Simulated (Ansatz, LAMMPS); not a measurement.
# Glassy NaFeSi2O6 (120 atoms): geometry optimisation, part 2 of 2

How does glassy NaFeSi2O6 (120 atoms) relax, and what do bonds, charges and levels look like afterwards?

Ansatz 0.2.0; Kohn-Sham DFT, LDA, PAW (set soft_2), plane waves.

The cell: 12 Fe, 12 Na, 72 O and 24 Si. The quench rate of 10 K/ps far exceeds what a furnace or splat quench reaches. The network of bonds at the start is that of the classical potential that made the cell. Without a Hubbard term or exact exchange, open shells on Fe are likely too delocalised. Sampling is at Γ alone, for a cell whose shortest periodic width is 12 Å.

So far, density (g/cm³): step 5 (structure statistics after relaxation) 2.76.

## (6) Single point at the relaxed geometry

The electronic structure is read at the final geometry, in a run of its own.

File input.yaml:

```yaml
crystal:
  lattice:
    - [11.8563, 0.0, 0.0]
    - [0.0, 11.8563, 0.0]
    - [0.0, 0.0, 11.8563]
  atoms:
    - { symbol: Fe, position: [0.04587, 0.98547, 0.50977], spin: 5.0 }
    - { symbol: Fe, position: [0.8474, 0.05129, 0.64564], spin: 5.0 }
    - { symbol: Fe, position: [0.14854, 0.42999, 0.50651], spin: -5.0 }
    - { symbol: Fe, position: [0.39082, 0.71687, 0.76608], spin: 5.0 }
    - { symbol: Fe, position: [0.87977, 0.50232, 0.86016], spin: 5.0 }
    - { symbol: Fe, position: [0.41672, 0.66527, 0.47291], spin: -5.0 }
    - { symbol: Fe, position: [0.19447, 0.19151, 0.5582], spin: -5.0 }
    - { symbol: Fe, position: [0.05005, 0.273, 0.23451], spin: -5.0 }
    - { symbol: Fe, position: [0.9413, 0.75524, 0.033], spin: -5.0 }
    - { symbol: Fe, position: [0.98051, 0.55085, 0.22419], spin: 5.0 }
    - { symbol: Fe, position: [0.1602, 0.61371, 0.39066], spin: 5.0 }
    - { symbol: Fe, position: [0.18747, 0.65009, 0.09973], spin: -5.0 }
    - { symbol: Na, position: [0.69187, 0.7357, 0.88581] }
    - { symbol: Na, position: [0.18685, 0.55989, 0.82893] }
    - { symbol: Na, position: [0.04033, 0.3589, 0.73647] }
    - { symbol: Na, position: [0.81488, 0.25469, 0.91576] }
    - { symbol: Na, position: [0.20227, 0.01409, 0.29881] }
    - { symbol: Na, position: [0.75279, 0.32519, 0.33889] }
    - { symbol: Na, position: [0.35104, 0.34228, 0.06599] }
    - { symbol: Na, position: [0.63519, 0.69003, 0.36393] }
    - { symbol: Na, position: [0.90471, 0.01032, 0.1263] }
    - { symbol: Na, position: [0.56148, 0.50523, 0.76469] }
    - { symbol: Na, position: [0.7114, 0.02043, 0.44448] }
    - { symbol: Na, position: [0.6037, 0.13419, 0.11153] }
    - { symbol: O, position: [0.83632, 0.38621, 0.75926] }
    - { symbol: O, position: [0.22115, 0.08472, 0.04041] }
    - { symbol: O, position: [0.46067, 0.59017, 0.33321] }
    - { symbol: O, position: [0.64209, 0.61061, 0.06614] }
    - { symbol: O, position: [0.76726, 0.44205, 0.97415] }
    - { symbol: O, position: [0.94282, 0.27413, 0.34802] }
    - { symbol: O, position: [0.5727, 0.80598, 0.70833] }
    - { symbol: O, position: [0.89595, 0.91435, 0.56316] }
    - { symbol: O, position: [0.10821, 0.9316, 0.82665] }
    - { symbol: O, position: [0.98161, 0.55398, 0.74917] }
    - { symbol: O, position: [0.90126, 0.11712, 0.49973] }
    - { symbol: O, position: [0.93652, 0.82664, 0.17843] }
    - { symbol: O, position: [0.69468, 0.9898, 0.63266] }
    - { symbol: O, position: [0.03894, 0.41068, 0.15324] }
    - { symbol: O, position: [0.67497, 0.94029, 0.84572] }
    - { symbol: O, position: [0.03781, 0.91224, 0.35908] }
    - { symbol: O, position: [0.25944, 0.3127, 0.45586] }
    - { symbol: O, position: [0.02746, 0.67986, 0.32556] }
    - { symbol: O, position: [0.49154, 0.21169, 0.73099] }
    - { symbol: O, position: [0.43123, 0.17433, 0.05293] }
    - { symbol: O, position: [0.09493, 0.57767, 0.55417] }
    - { symbol: O, position: [0.00307, 0.42238, 0.92703] }
    - { symbol: O, position: [0.40125, 0.19873, 0.32842] }
    - { symbol: O, position: [0.05053, 0.13264, 0.89827] }
    - { symbol: O, position: [0.16249, 0.29564, 0.00636] }
    - { symbol: O, position: [0.2692, 0.76785, 0.84579] }
    - { symbol: O, position: [0.49335, 0.79957, 0.4103] }
    - { symbol: O, position: [0.14639, 0.8839, 0.57079] }
    - { symbol: O, position: [0.19899, 0.24104, 0.25541] }
    - { symbol: O, position: [0.51884, 0.02218, 0.39078] }
    - { symbol: O, position: [0.32467, 0.93646, 0.45512] }
    - { symbol: O, position: [0.03583, 0.63691, 0.11693] }
    - { symbol: O, position: [0.48408, 0.99764, 0.72321] }
    - { symbol: O, position: [0.07132, 0.74987, 0.94381] }
    - { symbol: O, position: [0.77308, 0.08009, 0.99739] }
    - { symbol: O, position: [0.09711, 0.72977, 0.7227] }
    - { symbol: O, position: [0.24984, 0.59684, 0.24386] }
    - { symbol: O, position: [0.83466, 0.32559, 0.53437] }
    - { symbol: O, position: [0.26488, 0.78259, 0.10388] }
    - { symbol: O, position: [0.48809, 0.76512, 0.10777] }
    - { symbol: O, position: [0.82541, 0.53665, 0.18132] }
    - { symbol: O, position: [0.13703, 0.09335, 0.46269] }
    - { symbol: O, position: [0.25522, 0.73197, 0.43488] }
    - { symbol: O, position: [0.53992, 0.63459, 0.56854] }
    - { symbol: O, position: [0.79503, 0.18547, 0.70458] }
    - { symbol: O, position: [0.39525, 0.95192, 0.02896] }
    - { symbol: O, position: [0.42931, 0.55088, 0.11184] }
    - { symbol: O, position: [0.09834, 0.47417, 0.3704] }
    - { symbol: O, position: [0.3533, 0.40254, 0.25887] }
    - { symbol: O, position: [0.91941, 0.69709, 0.58504] }
    - { symbol: O, position: [0.85172, 0.79121, 0.385] }
    - { symbol: O, position: [0.84163, 0.86529, 0.97503] }
    - { symbol: O, position: [0.02535, 0.07876, 0.67503] }
    - { symbol: O, position: [0.35062, 0.77509, 0.61994] }
    [... 36 atom lines left out ...]
    - { symbol: Si, position: [0.38083, 0.85119, 0.1198] }
    - { symbol: Si, position: [0.93958, 0.24774, 0.48303] }
    - { symbol: Si, position: [0.02543, 0.0354, 0.80304] }
    - { symbol: Si, position: [0.30254, 0.29311, 0.32726] }
    - { symbol: Si, position: [0.37641, 0.53911, 0.24177] }
    - { symbol: Si, position: [0.52484, 0.28727, 0.62308] }
magnetization:
  spin_polarized: true
kpoints:
  mp_grid: { grid: [1, 1, 1] }
hamiltonian:
  xc: lda
scf:
  occupations: { method: gaussian, width: 0.05 }
  lower_state_search: "off"
output:
  forces: true
  stress: true
  populations: true
  dos:
    method: { smearing: { sigma: 0.08 } }
    de: 0.1
    projected: { site_lists: { Fe: [Fe], Na: [Na], O: [O], Si: [Si] } }
  eigenvalues: true
  write_density: true
  write_potential: true
  volumetric_format: npy
  elf: true
```

On the command line:

```bash
$ ansatz run input.yaml --threads 4 --pin off --max-ram 8192MiB --backend cpu --events-out ev --progress --plain --runs-dir out
```

It took 90 s on 4 threads of Intel Xeon 6975P-C (Granite Rapids), shared host; peak memory 4.4 GiB.

The run gave:

```
free energy                                      : -125306.6632 eV
free energy per atom                             : -1044.2222 eV/atom
SCF cycles                                       : 42
pressure                                         : -3.852 GPa
r.m.s. force component                           : 0.01099 eV/Å
longest force                                    : 0.06068 eV/Å
Fermi energy                                     : 4.562 eV
gap (highest filled to lowest empty level) : 0.2843 eV
absolute moment                                  : 53.24 μB
spilling of the projection                       : 0.009173
```

Löwdin charges by element and coordination (they lack the spilled electrons, 0.063 e an atom on average):

```
element  coordination  atoms  mean charge (e)  spread   least    most
     Fe           all     12             1.41  0.0649    1.32    1.50
     Fe             4      2             1.39  0.0499    1.34    1.44
     Fe             5      5             1.43  0.0649    1.32    1.50
     Fe             6      5             1.41  0.0663    1.33    1.48
     Na           all     12            0.803  0.0132   0.776   0.822
     Na             3      2            0.816  0.0063   0.810   0.822
     Na             4      1            0.803       0   0.803   0.803
     Na             5      6            0.801  0.0151   0.776   0.822
     Na             6      1            0.807       0   0.807   0.807
     Na             7      1            0.800       0   0.800   0.800
     Na             8      1            0.787       0   0.787   0.787
      O           all     72           -0.812  0.0567  -0.962  -0.638
      O             2     15           -0.779  0.0188  -0.837  -0.754
      O             3     39           -0.805  0.0606  -0.956  -0.638
      O             4     17           -0.856  0.0416  -0.962  -0.794
      O             5      1           -0.854       0  -0.854  -0.854
     Si           all     24             1.65  0.0398    1.58    1.72
```

Magnetic moments by element and coordination:

```
element  coordination  atoms  mean moment (μB)  spread    least     most
     Fe           all     12            0.0035    3.36    -3.56     3.60
     Fe             4      2             -3.32   0.144    -3.47    -3.18
     Fe             5      5             0.690    3.33    -3.47     3.60
     Fe             6      5             0.647    3.26    -3.56     3.58
     Na           all     12           -2.0e-4  5.0e-4  -0.0013   7.0e-4
     Na             3      2           -4.0e-4  4.0e-4  -8.0e-4        0
     Na             4      1           -0.0013       0  -0.0013  -0.0013
     Na             5      6            1.0e-4  3.0e-4  -2.0e-4   7.0e-4
     Na             6      1            1.0e-4       0   1.0e-4   1.0e-4
     Na             7      1           -6.0e-4       0  -6.0e-4  -6.0e-4
     Na             8      1           -1.0e-4       0  -1.0e-4  -1.0e-4
      O           all     72           -3.0e-4   0.092   -0.183    0.194
      O             2     15           -0.0014   0.076   -0.150    0.160
      O             3     39            0.0014  0.0875   -0.183    0.194
      O             4     17           -0.0099   0.111   -0.164    0.148
      O             5      1             0.116       0    0.116    0.116
     Si           all     24            1.0e-4  0.0041  -0.0082   0.0101
```

States in the cell by windows of 1 eV, zero at the Fermi level; the larger projections on atomic orbitals stand beside the total:

```
from (eV)  to (eV)  total up  total down   O p  Fe d  Si p
      -10       -9       7.1         7.0   9.5   0.2   1.0
       -9       -8       9.1         8.4  12.1   0.6   1.7
       -8       -7      14.3        15.8  21.5   2.3   4.0
       -7       -6      27.1        26.6  36.9   8.4   4.9
       -6       -5      31.1        30.9  43.6  11.0   3.5
       -5       -4      40.4        41.1  62.7  11.8   2.8
       -4       -3      44.2        42.6  71.0  10.5   1.9
       -3       -2      41.6        40.5  66.5  11.9   1.2
       -2       -1      20.8        23.5  32.5   9.9   0.6
       -1        0       6.3         5.4   5.2   5.7   0.1
        0        1      17.0        16.5   5.9  26.5   0.3
        1        2       9.0         9.3   4.0  12.9   0.2
        2        3       5.0         5.1   2.1   5.2   0.2
        3        4       3.3         3.2   0.5   0.0   0.3
        4        5       5.8         5.4   1.0   0.1   1.1
```

The curve was stored every 0.10 eV, coarse against its broadening of 0.08 eV, so these counts are rough.

Between -26 and -10 eV lie 224 more states.

The stored curve holds about 708 of the 828 electrons; the rest, give or take the few that broadening carries across the Fermi level, lie in deeper levels below its range.

The levels nearest the highest filled one (over half full), pooled over k-points and spins:

```
level less the highest filled one (eV)  occupation
                                -0.471           1
                                -0.318           1
                                -0.213           1
                                -0.136           1
                               -0.0994           1
                                     0           1
                                 0.284           0
                                 0.314           0
                                 0.359           0
                                 0.392           0
                                 0.411           0
                                 0.426           0
```

Spin density in the bc plane at fractional x = 0.038, with atoms of Fe and Na and O and Si within 0.2 Å of it.

Ten even steps from '0' (-5.6 e/Å³) to '9' (6.3 e/Å³), each cell a mean:
```
444444444444444444444444444444444
444444444444444444444444444444444
444444444444444444444444444444444
444444444444444444444444444444444
444444444444444444444444444444444
444444444444444444444444444444444
444444444444444444444444444444444
444444444444444444444444444444444
444444444444444444444444444444444
444444444444444444444444444444444
554444444444444444444444444444456
854444444444444444444444444444469
654444444444444444444444444444456
444444444444444444444444444444444
444444444444444444444444444444444
444444444444444444444444444444444
444444444444444444444444444444444
444444442134444444444444444444444
444444441024444445544444444444444
444444444344444444444444444444444
444444444444444444444444444444444
444444444444444444444444444444444
444444444444444444444444444444444
444444444444444444444444444444444
```
Columns run along b (11.9 Å), rows up along c (11.9 Å). Atoms in or near the plane, at fractional coordinates: Fe at (0.99, 0.51), Fe at (0.27, 0.23), Na at (0.36, 0.74), O at (0.41, 0.15), O at (0.91, 0.36), O at (0.68, 0.33), O at (0.13, 0.90), O at (0.64, 0.12), O at (0.08, 0.68), O at (0.29, 0.55), O at (0.16, 0.12), Si at (0.64, 0.65), Si at (0.04, 0.80).

Valence density in the bc plane at fractional x = 0.038, with atoms of Fe and Na and O and Si within 0.2 Å of it. It is the smooth field of the valence electrons, not physical close to the nuclei.

Values in e/Å³, 13 rows by 16 columns, each cell a mean:
```
 0  1  2  0  0  0  2  2  0  0  0  2  2  0  0  0
 0  2  4  0  0  0  1  1  0  0  0  0  1  0  0  0
 0  0  0  0  0  2  1  0  0  0  0  0  0  0  0  1
 1  2  0  0  0  8  5  0  1  1  0  1  1  0  0  0
 1  4  1  0  0  0  0  0  0  0  0  0  0  0  0  0
 2  0  0  0  4  2  0  0  0  1  0  0  0  0  0  3
 7  0  0  0  2  1  0  0  0  0  0  0  0  0  0 11
 0  0  0  0  0  0  0  0  0  0  0  0  0  0  2  1
 0  0  0  0  0  0  0  1  0  0  3  3  0  1  4  2
 0  0  0  2 12  2  0  0  1  1  1  1  0  0  0  0
 0  0  1  1  6  1  4  2  1  1  1  0  0  0  0  0
 0  1  4  2  0  0  3  1  0  2  5  1  0  0  0  0
 0  0  1  0  0  0  0  0  0  0  0  0  0  0  0  0
```
Columns run along b (11.9 Å), rows up along c (11.9 Å). Atoms in or near the plane, at fractional coordinates: Fe at (0.99, 0.51), Fe at (0.27, 0.23), Na at (0.36, 0.74), O at (0.41, 0.15), O at (0.91, 0.36), O at (0.68, 0.33), O at (0.13, 0.90), O at (0.64, 0.12), O at (0.08, 0.68), O at (0.29, 0.55), O at (0.16, 0.12), Si at (0.64, 0.65), Si at (0.04, 0.80).

Mean Löwdin charges: Fe +1.41, Na +0.80, O -0.81, Si +1.65 e (they miss 0.92 % of the electrons, so they add up to more than the cell's charge). The cell holds a total moment of 5.9e-5 μB, from site moments of up to 3.6 μB that point both ways; no search proves this magnetic order the lowest.

The surroundings of O46, which has 5 bonded neighbours where the commonest count for O is 3, nearest first, numbered as they follow in the input and with coordinates relative to it.

```
 atom      x      y      z  distance (Å)  bonds  Löwdin charge (e)  moment (μB)
  O46   0.00   0.00   0.00          0.00      5              -0.85         0.12
Si107   1.10  -0.07   1.16          1.60      4               1.59         0.00
  Fe5  -1.46   0.95  -0.79          1.91      5               1.50         3.60
 Na15   0.44  -0.75  -2.26          2.42      5               0.78         0.00
  O49   1.89  -1.50   0.94          2.59      3              -0.80         0.01
  O34  -0.25   1.56  -2.11          2.64      4              -0.85         0.14
  O91   2.26   1.06   1.06          2.71      4              -0.85        -0.10
  O38   0.43  -0.14   2.68          2.72      3              -0.79        -0.06
  O25  -1.98  -0.43  -1.99          2.84      4              -0.85         0.13
  O29  -2.80   0.23   0.56          2.86      3              -0.87         0.10
 Na14   2.18   1.63  -1.16          2.96      8               0.79         0.00
 Na16  -2.23  -1.99  -0.13          2.99      5               0.80         0.00
```

The column of bonds counts only the pairs O-Si within 2.08 Å, O-Fe within 2.63 Å, O-Na within 3.08 Å; other neighbours, such as metal atoms beside each other in a compound, aren't counted, and periodic images can show an atom twice.

## (7) Summary of results

```
energy change in the relaxation                  : -84.73 meV/atom
r.m.s. displacement                              : 0.346 Å
largest displacement                             : 1.417 Å
free energy per atom                             : -1044.2222 eV/atom
pressure                                         : -3.852 GPa
r.m.s. force component                           : 0.01099 eV/Å
gap (highest filled to lowest empty level) : 0.2843 eV
wall time of the 3 DFT runs                      : 11 min
```

**Reading.** Relaxation lowers the energy by 84.7 meV/atom and moves atoms by 0.35 Å r.m.s.; the r.m.s. force component goes from 1.2 to 0.011 eV/Å. By the final cutoffs 8 of 218 bonded pairs parted and 10 joined. First to last step the energy falls by 10.168 eV; the largest move, 1.42 Å, is that of Na23. The O-Na bonds change most in mean length: from 2.597 Å (spread 0.235) to 2.513 Å (spread 0.203), and their number from 59 to 61. With the cutoffs above, 42 % of Fe atoms have 5 and as many 6, 50 % of Na atoms have 5, 54 % of O atoms have 3 and all Si atoms have 4 bonded neighbours. Counting bonds to Si alone, not to Fe, 38 % of the oxygens join two of these atoms and 58 % one; 4 % join none. Filled and empty levels are parted by 0.284 eV (at Γ alone); a local or semilocal functional tends to put such gaps too low. In a disordered cell it changes from sample to sample, and tail or defect levels can set it. The cell holds a total moment of 5.9e-5 μB, from site moments of up to 3.6 μB that point both ways; no search proves this magnetic order the lowest.

**Limits.** In the spin-polarised runs the search for a state of lower energy was switched off. The starting topology of bonds comes from the classical model; in DFT 8 of its 218 bonded pairs passed out of the cutoffs and 10 came within them. The run was spin polarised, started with 6 moments up and 6 down in a pattern of our own, ending at 0.0 μB in the cell; that starting order needn't be the real material's, and it bears on forces, charges and levels. With open d shells in the cell, the gap can be one between d levels of these ions, not the gap of the host. The pressure of -3.9 GPa means that a free cell would contract at this level.

Calculation beside experiment:

```
             quantity  measured  this cell  difference                                       method of the measurement
nearest Si–O distance    1.63 Å     1.63 Å      +0.0 %                       neutron diffraction, Gaussian fit of T(r)
 number of O about Si       3.9          4      +2.6 %                       neutron diffraction, Gaussian fit of T(r)
nearest Fe–O distance    1.89 Å     1.92 Å      +1.6 %                         neutron diffraction, T(r) peak position
 nearest O–O distance    2.66 Å     2.67 Å      +0.4 %                         neutron diffraction, T(r) peak position
 number of O about Fe       4.3       5.25     +22.1 %  neutron diffraction with Fe isotope substitution, Gaussian fit
```

The cell differs from the measured distances by up to 1.6 % and neighbour counts by up to 22.1 %. Distances of this cell are positions of the first main peak of g(r), or bond means where the peak is narrow; means over all bonds within a cutoff lie farther out for broad shells. The network comes from the model that made the cell; in DFT 8 of its 218 bonded pairs passed out of the cutoffs and 10 came within them. Our coordination numbers hang on a cutoff, and experiments count neighbours in their own ways.

[Logs are printed without paths, hosts, clocks, repeated set-up lines and the standing remarks that a program may print on its own settings, such as how far it seeks lower states.]

[Hosts, paths, dates, database ids (printed as entryN), source tags and the programs' standing remarks are cut or masked in the printed files.]
